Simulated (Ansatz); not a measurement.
## HfTeSe monolayer, Janus: modes against biaxial strain in the plane of the sheet

Wanted: the shifts of the zone-centre modes of HfTeSe monolayer, Janus with strain.

Main program and level: Ansatz 0.2.0; DFT PBEsol, scalar-relativistic, plane waves, PAW; PAW set soft_1.

## 1. The structure

The cell holds 3 atoms: 1 Hf, 1 Se and 1 Te. Cell: a = 3.720 Å, b = 3.720 Å, c = 30.000 Å, α = 90.0°, β = 90.0°, γ = 120.0°. Vacuum lies along c. The height across the vacuum is the one that the program set for its solve, not the one typed.

As a file:

```cif
data_structure
_symmetry_space_group_name_H-M 'P 1'
_symmetry_Int_Tables_number 1
_cell_length_a 3.7200
_cell_length_b 3.7200
_cell_length_c 30.0000
_cell_angle_alpha 90.000
_cell_angle_beta 90.000
_cell_angle_gamma 120.000
_cell_volume 359.53
loop_
_atom_site_label
_atom_site_type_symbol
_atom_site_fract_x
_atom_site_fract_y
_atom_site_fract_z
_atom_site_occupancy
Hf1 Hf 0.00000 0.00000 0.33333 1
Se2 Se 0.33333 0.66667 0.38333 1
Te3 Te 0.66667 0.33333 0.28000 1
```

## 2. A rough relaxation first

The start is far from rest, so a relaxation with loose tolerances brings it close first. The program lengthens the typed cell of 20.0 Å along the normal to 30.0 Å, as its cut-off of the electrostatics needs, and moves no atom.

Contents of input.yaml:

```yaml
crystal:
  lattice:
    - [3.72, 0.0, 0.0]
    - [-1.86, 3.22161, 0.0]
    - [0.0, 0.0, 20.0]
  atoms:
    - { symbol: Hf, position: [0.0, 0.0, 0.5] }
    - { symbol: Se, position: [0.333333, 0.666667, 0.575] }
    - { symbol: Te, position: [0.666667, 0.333333, 0.42] }
  periodic: [true, true, false]
kpoints:
  mp_grid: { grid: [6, 6, 1] }
hamiltonian:
  xc: pbesol
  pseudopotentials: { kind: paw, azcp: { folder: soft_1 }, xc_functional: pbe }
scf:
  occupations: { method: gaussian, width: 0.1 }
output:
  forces: true
  stress: true
  eigenvalues: true
relax:
  adjacent_minimum: "off"
  f_tol: 0.05
  max_steps: 80
  cell: { stress_2d_tol: 0.02 }
```

Launch:

```bash
> ansatz run input.yaml --threads 4 --pin off --max-ram 16384MiB --backend cpu --events-out ev --progress --plain --runs-dir out
```

Numbers of over 12 decimals in the logs are rounded to 6 here.

What it wrote:

```text
[...]
F+E_penalty+E_count = -27927.70881855 eV   max|allowed force component| = 9.019e-3 eV/Å   (the final SCF, on the basis selected at the relaxed cell)
  cell:  # Å, volume = 372.1260 Å³
    - [3.784592, 4.780940252447248e-18, 0]
    - [-1.892296, 3.277553, 0]
    - [0, 0, 30.0]
  atoms:
    - { symbol: Hf, position: [0, 0, 0.336499] }
    - { symbol: Se, position: [0.333333, 0.666667, 0.386020] }
    - { symbol: Te, position: [0.666667, 0.333333, 0.274147] }
[key lines of the parts left out:]
SCF converged after 9 iterations
Free energy (F): -27927.708819 eV
Fermi energy:    -4.806443 eV
P = ½ c Tr σ = 0.0158 N/m
```

Run time: 9.9 s. Hardware: 4 threads of Intel Xeon 6975P-C (Granite Rapids), shared host; peak memory 0.8 GiB.

The steps of the relaxation:

| step | energy less that of the first step (eV) | largest force component (eV/Å) | volume (Å³) |
| --- | --- | --- | --- |
| 1 | 0.0000 | 3.2957 | 359.53 |
| 2 | -0.4664 | 0.7054 | 363.71 |
| 3 | -0.4461 | 0.8598 | 371.22 |
| 4 | -0.4916 | 0.0215 | 370.60 |
| 5 | -0.4918 | 0.0093 | 372.13 |
| 6* | -0.4925 | 0.0090 | 372.13 |

Relaxation steps marked * repeat the geometry before them on a plane-wave basis chosen anew for their cell, so energy and pressure can jump there. Relaxation step 3 was tried and not accepted.

Forces are held to the 6 operations that the run works with; a distortion that breaks them can't arise in this run.

| cell as run | before | after | change |
| --- | --- | --- | --- |
| a (Å) | 3.720 | 3.785 | +1.7 % |
| b (Å) | 3.720 | 3.785 | +1.7 % |

The atoms that moved most (Å, along periodic axes as changes of fractional coordinates times the final cell, across vacuum about the mean position):

| atom | dx | dy | dz | length |
| --- | --- | --- | --- | --- |
| Te3 | 0.000 | 0.000 | -0.176 | 0.176 |
| Hf1 | 0.000 | 0.000 | 0.095 | 0.095 |
| Se2 | 0.000 | 0.000 | 0.081 | 0.081 |

The relaxed structure:

```cif
data_structure
_symmetry_space_group_name_H-M 'P 1'
_symmetry_Int_Tables_number 1
_cell_length_a 3.7846
_cell_length_b 3.7846
_cell_length_c 30.0000
_cell_angle_alpha 90.000
_cell_angle_beta 90.000
_cell_angle_gamma 120.000
_cell_volume 372.13
loop_
_atom_site_label
_atom_site_type_symbol
_atom_site_fract_x
_atom_site_fract_y
_atom_site_fract_z
_atom_site_occupancy
Hf1 Hf 0.00000 0.00000 0.33650 1
Se2 Se 0.33333 0.66667 0.38602 1
Te3 Te 0.66667 0.33333 0.27415 1
```

Numbers from this step:

* gap on the k-mesh: 0 eV
* area per atom: 4.135 Å²

The relaxation ends with a largest force component of 0.0090 eV/Å.

## 3. Relaxation

Harmonic phonons are second derivatives at a point where the forces vanish, and they are wanted at zero stress, so atoms and cell are relaxed first.

input.yaml, the sections that differ from step 2:

```yaml
crystal:
  lattice:
    - [3.7845917229, 0.0, 0.0]
    - [-1.8922958615, 3.277552575, 0.0]
    - [0.0, 0.0, 30.0]
  atoms:
    - { symbol: Hf, position: [0.0, 0.0, 0.336499091] }
    - { symbol: Se, position: [0.3333333333, 0.6666666667, 0.3860201942] }
    - { symbol: Te, position: [0.6666666667, 0.3333333333, 0.2741473815] }
  periodic: [true, true, false]
kpoints:
  mp_grid: { grid: [12, 12, 1] }
relax:
  adjacent_minimum: "off"
  f_tol: 0.005
  max_steps: 80
  cell: { stress_2d_tol: 0.02 }
# hamiltonian, scf, output: as in step 2
```

What it wrote:

```text
[...]
Crystal: 3 atoms, lattice volume = 372.126 Å³
Basis set: ecut = 420 eV, 7265 PW (Γ), exchange–correlation on 54×54×432 points (8 copies of the dense FFT grid, shifted against one another)
Bands: 35, of which v1, the nominal top of the filled ones, is band 29 counted from 1 (28 counted from 0)
Symmetry: 6 space group operations
[...]
k-points: 19 of 144 (time reversal used)
[...]
° read free of the cell's end (the report's vacuum.weakly_bound_levels)
--- Relaxed structure (4 steps of the walk, 4 accepted, 1 SCFs on fresh bases) ---
[...]
cell:  # Å, volume = 374.0060 Å³
    - [3.794140, 2.894040105775539e-11, 0]
    - [-1.897070, 3.285821, 0]
    - [0, 0, 30.0]
  atoms:
    - { symbol: Hf, position: [0, 0, 0.336454] }
    - { symbol: Se, position: [0.333333, 0.666667, 0.385833] }
    - { symbol: Te, position: [0.666667, 0.333333, 0.274380] }
[key lines of the parts left out:]
SCF converged after 8 iterations
Free energy (F): -27927.726117 eV
Fermi energy:    -4.815664 eV
P = ½ c Tr σ = 0.0045 N/m
```

Wall time 17 s (4 threads); peak memory 0.88 GiB; 64 s of CPU time.

Step by step:

| step | energy less that of the first step (eV) | largest force component (eV/Å) | volume (Å³) |
| --- | --- | --- | --- |
| 1 | 0.0000 | 0.0265 | 372.13 |
| 2 | -0.0001 | 0.0347 | 373.38 |
| 3 | -0.0002 | 0.0352 | 373.92 |
| 4 | -0.0002 | 0.0024 | 374.01 |
| 5* | -0.0003 | 0.0024 | 374.01 |

Relaxation steps marked * repeat the geometry before them on a plane-wave basis chosen anew for their cell, so energy and pressure can jump there.

The run keeps the 6 symmetry operations that it works with, so distortions that break them were not tested.

| cell as run | before | after | change |
| --- | --- | --- | --- |
| a (Å) | 3.785 | 3.794 | +0.3 % |
| b (Å) | 3.785 | 3.794 | +0.3 % |

The relaxed structure:

```xyz
3
Lattice="3.7941 0.0000 0.0000 -1.8971 3.2858 0.0000 0.0000 0.0000 30.0000" Properties=species:S:1:pos:R:3
Hf    0.0000    0.0000   10.0936
Se    0.0000    2.1905   11.5750
Te    1.8971    1.0953    8.2314
```

This step gave:

| Item | Value |
| --- | --- |
| area per atom | 4.156 Å² |

The cell grew by 0.3 % in its periodic edges. First to last step the energy falls by 0.000 eV, across changes of basis; the largest move, 0.007 Å, is that of Te3.

## 4. Tight relaxation

Phonons need small forces and stress, so the relaxation is finished with tight tolerances on 12×12×1 k points.

Contents of input.yaml:

```yaml
crystal:
  lattice:
    - [3.7941398329, 0.0, 0.0]
    - [-1.8970699165, 3.2858214808, 0.0]
    - [0.0, 0.0, 30.0]
  atoms:
    - { symbol: Hf, position: [0.0, 0.0, 0.3364538298] }
    - { symbol: Se, position: [0.3333333333, 0.6666666667, 0.385833031] }
    - { symbol: Te, position: [0.6666666667, 0.3333333333, 0.2743798059] }
  periodic: [true, true, false]
kpoints:
  mp_grid: { grid: [12, 12, 1] }
hamiltonian:
  xc: pbesol
  pseudopotentials: { kind: paw, azcp: { folder: soft_1 }, xc_functional: pbe }
scf:
  occupations: { method: methfessel_paxton, width: 0.2 }
output:
  forces: true
  stress: true
  eigenvalues: true
  write_density: true
  write_potential: true
  elf: true
  volumetric_format: npy
relax:
  adjacent_minimum: "off"
  f_tol: 0.001
  max_steps: 60
  cell: { stress_2d_tol: 0.002 }
```

What it wrote:

```text
[...]
Crystal: 3 atoms, lattice volume = 374.006 Å³
Basis set: ecut = 420 eV, 7301 PW (Γ), exchange–correlation on 54×54×432 points (8 copies of the dense FFT grid, shifted against one another)
Bands: 35, of which v1, the nominal top of the filled ones, is band 29 counted from 1 (28 counted from 0)
Symmetry: 6 space group operations
[...]
k-points: 19 of 144 (time reversal used)
[...]
° read free of the cell's end (the report's vacuum.weakly_bound_levels)
--- Relaxed structure (4 steps of the walk, 4 accepted, 1 SCFs on fresh bases) ---
[...]
cell:  # Å, volume = 373.7212 Å³
    - [3.792695, 2.8856510703070355e-11, 0]
    - [-1.896348, 3.284570, 0]
    - [0, 0, 30.0]
  atoms:
    - { symbol: Hf, position: [0, 0, 0.336463] }
    - { symbol: Se, position: [0.333333, 0.666667, 0.385863] }
    - { symbol: Te, position: [0.666667, 0.333333, 0.274341] }
[key lines of the parts left out:]
SCF converged after 11 iterations
Free energy (F): -27927.725288 eV
Fermi energy:    -4.810329 eV
P = ½ c Tr σ = -0.0016 N/m
```

It took 20 s on 4 threads; peak memory 0.89 GiB; 77 s of CPU time.

Little changed from the start: no atom moved by 0.005 Å and no cell edge by 0.1 %.

Numbers from this step:

```
area per atom : 4.152 Å²
```

Electrostatic potential energy in the ac plane at fractional y = 0.000, with atoms of Hf within 0.2 Å of it. With pseudopotentials it is smooth inside the atoms' cores, unlike the true potential.

Ten even steps from '0' (-17 eV) to '9' (0 eV), each cell a mean:
```
99999999999999
99999999999999
99999999999999
99999999999999
99999999999999
99999999999999
99999999999999
99999999999999
99999999999999
99999999999999
99999999999999
99999999999999
99999999999999
99999999999999
77787766677777
00013677752000
11235677664211
88887543467888
99999999999999
99999999999999
99999999999999
99999999999999
99999999999999
99999999999999
```
Columns run along a (3.8 Å; values clipped at the 3rd and 97th percentile), rows up along c (30.0 Å). Atoms in or near the plane, at fractional coordinates: Hf at (0.00, 0.34).

ELF in the ac plane at fractional y = 0.000, with atoms of Hf within 0.2 Å of it. It is the smooth field of the valence electrons, not physical close to the nuclei.

Ten even steps from '0' (0.00) to '9' (0.73), each cell a mean:
```
00000000000000
00000000000000
00000000000000
00000000000000
00000000000000
00000000000000
00000000000000
00000000000000
00000000000000
00000000000000
00000000000000
00000000000000
00000000000000
00012455532100
01257999997411
99743466532589
66544667654456
12368888887531
00023577653100
00000000000000
00000000000000
00000000000000
00000000000000
00000000000000
```
Columns run along a (3.8 Å), rows up along c (30.0 Å). Atoms in or near the plane, at fractional coordinates: Hf at (0.00, 0.34).

Valence density in the ac plane at fractional y = 0.000, with atoms of Hf within 0.2 Å of it. It is the smooth field of the valence electrons, not physical close to the nuclei.

Ten steps, logarithmic in the rise over the least value, from '0' (0 e/Å³) to '9' (24 e/Å³), each cell a mean:
```
00000000000000
00000000000000
00000000000000
00000000000000
00000000000000
00000000000000
00000000000000
00000000000000
00000000000000
00000000000000
00000000000000
00000000000000
00000000000000
00000000000000
00001111111000
98631111111479
76421111111246
00011111111000
00000000000000
00000000000000
00000000000000
00000000000000
00000000000000
00000000000000
```
Columns run along a (3.8 Å), rows up along c (30.0 Å). Atoms in or near the plane, at fractional coordinates: Hf at (0.00, 0.34).

The largest force component left is 0.62 meV/Å, within the tolerances set.

## 5. Modes at rest

Phonons follow from the second derivative of the energy, found here by linear response.

The modes at rest are the reference of the series.

input.yaml, the sections that differ from step 4:

```yaml
crystal:
  lattice:
    - [3.7926951833, 0.0, 0.0]
    - [-1.8963475917, 3.2845703776, 0.0]
    - [0.0, 0.0, 30.0]
  atoms:
    - { symbol: Hf, position: [0.0, 0.0, 0.3364625827] }
    - { symbol: Se, position: [0.3333333333, 0.6666666667, 0.3858626261] }
    - { symbol: Te, position: [0.6666666667, 0.3333333333, 0.2743414579] }
  periodic: [true, true, false]
output:
  eigenvalues: true
phonons:
  method: dfpt
# kpoints, hamiltonian, scf: as in step 4
# relax: removed
```

What it wrote:

```text
[...]
Crystal: 3 atoms, lattice volume = 373.721 Å³
Basis set: ecut = 420 eV, 7301 PW (Γ), exchange–correlation on 54×54×432 points (8 copies of the dense FFT grid, shifted against one another)
Bands: 35, of which v1, the nominal top of the filled ones, is band 29 counted from 1 (28 counted from 0)
Symmetry: 6 space group operations
k-points: 43 of 144 (irreducible under 2 space group operations, time reversal used)
[...]
SCF iter  13: F=-27927.725288 eV  HF=-27927.725288 eV  |F-HF|=2.07e-10  |Δ(HF+E_count)|=  3.20e-10  S|Δr|=    0.00e0  Δρ=1.92e-8  dr2=1.18e-12  ethr=1.00e-12  ⟨swp⟩=21.9  Hψ=11461  notcnv=0
SCF 1 converged in 13 iterations: F = -27927.725288 eV  dr2 = 1.18e-12
[...]
DFPT response loops at Γ: preconditioner auto → none (partly filled bands, converged f_vac=0.766); β = 0.50; Broyden in place of MSR1
SCF converged after 13 iterations
[...]
Free energy (F): -27927.725288 eV
[...]
Internal energy: -27927.721626 eV  (E = F + TS)
E sigma→0 (E₀):  -27927.724373 eV
Entropy (-TS):   -0.003662 eV (-1.221 meV/atom)
Fermi energy:    -4.810328 eV
Step filling:    the computed levels leave a gap of 0.0000 eV = 0.0 smearing widths at the electron count; against every level under it full and every level over it empty, smearing changes F+E_penalty+E_count by -2.713 meV and its σ→0 estimate by -1.797 meV
[...]
--- Band table (eV; the first three rows and the last of 43) ---
  k-point 0: bands = [... 25 lower, -7.6344, -6.6204, -4.4794, -4.4794, -3.8554, -3.8554, -3.5480, -1.2714, ... 2 higher]
  k-point 1: bands = [... 25 lower, -7.6132, -6.4192, -5.2814, -4.8544, -3.8268, -3.4630, -3.2381, -1.1384 (-1.1384°), ... 2 higher]
  k-point 2: bands = [... 25 lower, -7.5710, -6.5927, -6.0945, -5.3285, -4.0546, -2.9590, -2.8971, -1.4191 (-1.4191°), ... 2 higher]
  k-point 42: bands = [... 25 lower, -8.2118, -7.7408, -7.3776, -6.7806, -3.4718, -2.9979, -2.0380, -1.2219, ... 2 higher]
  ° read free of the cell's end (the report's vacuum.weakly_bound_levels)
--- Phonons (Γ-DFPT): 6 representative perturbations + reference, on 43 of 144 k-points (Σ response iterations 28) ---
  k mesh reduced under 2 symmetry operations, with k and −k counted as one. Each operation leaves every solved perturbation unchanged. A smaller set is not used because it would not reduce the number of displacements times k-points to solve
  ASR residual: 1.536e-4 → 0.000e0 eV/Å²; symmetrization residual: 5.417e-5 eV/Å²
  ASR residual per site (eV/Å²): 4.89e-5 1.21e-5 1.54e-4
  Γ frequencies (cm⁻¹): 0.00 0.00 0.00 91.11 91.11 141.90 141.90 159.40 210.67
  non-analytic LO–TO correction: not included (Born effective charges unavailable; polar crystals: no LO–TO splitting at Γ)
```

Wall time 69 s (4 threads); peak memory 2.2 GiB.

In the SCF lines HF is the Harris–Foulkes energy and dr2 the Hartree energy of the density residual, in eV; the loop may stop once dr2 is under the threshold and the program's other checks hold. Hψ counts applications of the Hamiltonian.

Numbers from this step:

```yaml
sum_rule_residual_before_enforcement: 1.54e-4 eV/Å²
point_group: 3m
highest_optical_mode_at_the_zone_centre_no_lo_to_term: 210.7 cm⁻¹
lowest_optical_zone_centre_mode: 91.11 cm⁻¹
```

Patterns of degenerate modes are one choice out of their space. Modes at Γ, with each element's share of the kinetic energy:

| mode | frequency (cm⁻¹) | symmetry | Hf % | Se % | Te % |
| --- | --- | --- | --- | --- | --- |
| 1 | 0.0 | acoustic | 46 | 21 | 33 |
| 2 | 0.0 | acoustic | 46 | 21 | 33 |
| 3 | 0.0 | acoustic | 46 | 21 | 33 |
| 4 | 91.1 | E | 37 | 1 | 62 |
| 5 | 91.1 | E | 37 | 1 | 62 |
| 6 | 141.9 | E | 17 | 79 | 5 |
| 7 | 141.9 | E | 17 | 79 | 5 |
| 8 | 159.4 | A1 | 7 | 34 | 59 |
| 9 | 210.7 | A1 | 47 | 46 | 8 |

Displacements in mode 4 (91.1 cm⁻¹), the largest set to 1:
```
Hf1 -0.06 -0.65  0.00
Se2 -0.01 -0.15  0.00
Te3  0.09  1.00  0.00
```

Displacements in mode 7 (141.9 cm⁻¹), the largest set to 1:
```
Hf1 -0.15 -0.31  0.00
Se2  0.48  1.00  0.00
Te3 -0.09 -0.19  0.00
```

Before it was imposed, the acoustic sum rule was missed by 1.5e-4 eV/Å². Small misses are needed for a sound result but don't prove that mesh and cutoff are converged. The lowest optical mode is real, 91.1 cm⁻¹.

## 6. A member of the series: biaxial strain of +5 % in the plane of the sheet

The cell takes a biaxial strain of +5 % in the plane of the sheet. The cell is held, and the atoms relax in it.

input.yaml, the sections that differ from step 5:

```yaml
crystal:
  lattice:
    - [3.9823299425, 0.0, 0.0]
    - [-1.9911649712, 3.4487988964, 0.0]
    - [0.0, 0.0, 30.0]
  atoms:
    - { symbol: Hf, position: [0.0, 0.0, 0.3365623805] }
    - { symbol: Se, position: [0.3333333333, 0.6666666667, 0.3833523907] }
    - { symbol: Te, position: [0.6666666667, 0.3333333333, 0.2767518955] }
  periodic: [true, true, false]
output:
  forces: true
  stress: true
  eigenvalues: true
relax:
  adjacent_minimum: "off"
  f_tol: 0.001
  max_steps: 60
# kpoints, hamiltonian, scf: as in step 5
# phonons: removed
```

What it wrote:

```text
[...]
--- Relaxed structure (5 steps of the walk, 4 accepted, 0 SCFs on fresh bases) ---
  F+E_penalty+E_count = -27927.61092115 eV   max|allowed force component| = 5.829e-5 eV/Å
  cell:  # Å, volume = 412.0277 Å³
    - [3.982330, -2.8867481839120987e-11, 0.0]
    - [-1.991165, 3.448799, 0.0]
    - [0.0, 0.0, 30.0]
  atoms:
    - { symbol: Hf, position: [0, 0, 0.336605] }
    - { symbol: Se, position: [0.333333, 0.666667, 0.382715] }
    - { symbol: Te, position: [0.666667, 0.333333, 0.277347] }
[key lines of the parts left out:]
SCF converged after 5 iterations
Free energy (F): -27927.610921 eV
Fermi energy:    -4.848457 eV
P = ½ c Tr σ = -2.7425 N/m
```

It took 19 s on 4 threads; peak memory 0.92 GiB.

Step by step:

| step | energy less that of the first step (eV) | largest force component (eV/Å) |
| --- | --- | --- |
| 1 | 0.0000 | 0.1585 |
| 2 | 0.0083 | 0.3196 |
| 3 | -0.0029 | 0.0065 |
| 4 | -0.0029 | 0.0019 |
| 5 | -0.0029 | 0.0001 |

Relaxation step 2 was tried and not accepted.

The run keeps the 6 symmetry operations that it works with, so distortions that break them were not tested.

The atoms that moved most (Å):

| atom | dx | dy | dz | length |
| --- | --- | --- | --- | --- |
| Se2 | 0.000 | 0.000 | -0.019 | 0.019 |
| Te3 | 0.000 | 0.000 | 0.018 | 0.018 |

Final coordinates:

```xyz
3
Lattice="3.9823 0.0000 0.0000 -1.9912 3.4488 0.0000 0.0000 0.0000 30.0000" Properties=species:S:1:pos:R:3
Hf    0.0000    0.0000   10.0981
Se    0.0000    2.2992   11.4814
Te    1.9912    1.1496    8.3204
```

This step gave:

```
gap on the k-mesh : 0.2924 eV
area per atom     : 4.578 Å²
```

The largest force component left is 0.059 meV/Å.

(Part 1 of 2 ends here.)

[Logs are printed without paths, hosts, clocks, repeated set-up lines and the standing remarks that a program may print on its own settings, such as how far it seeks lower states.]

[Hosts, paths, dates, database ids (printed as entryN), source tags and the programs' standing remarks are cut or masked in the printed files.]
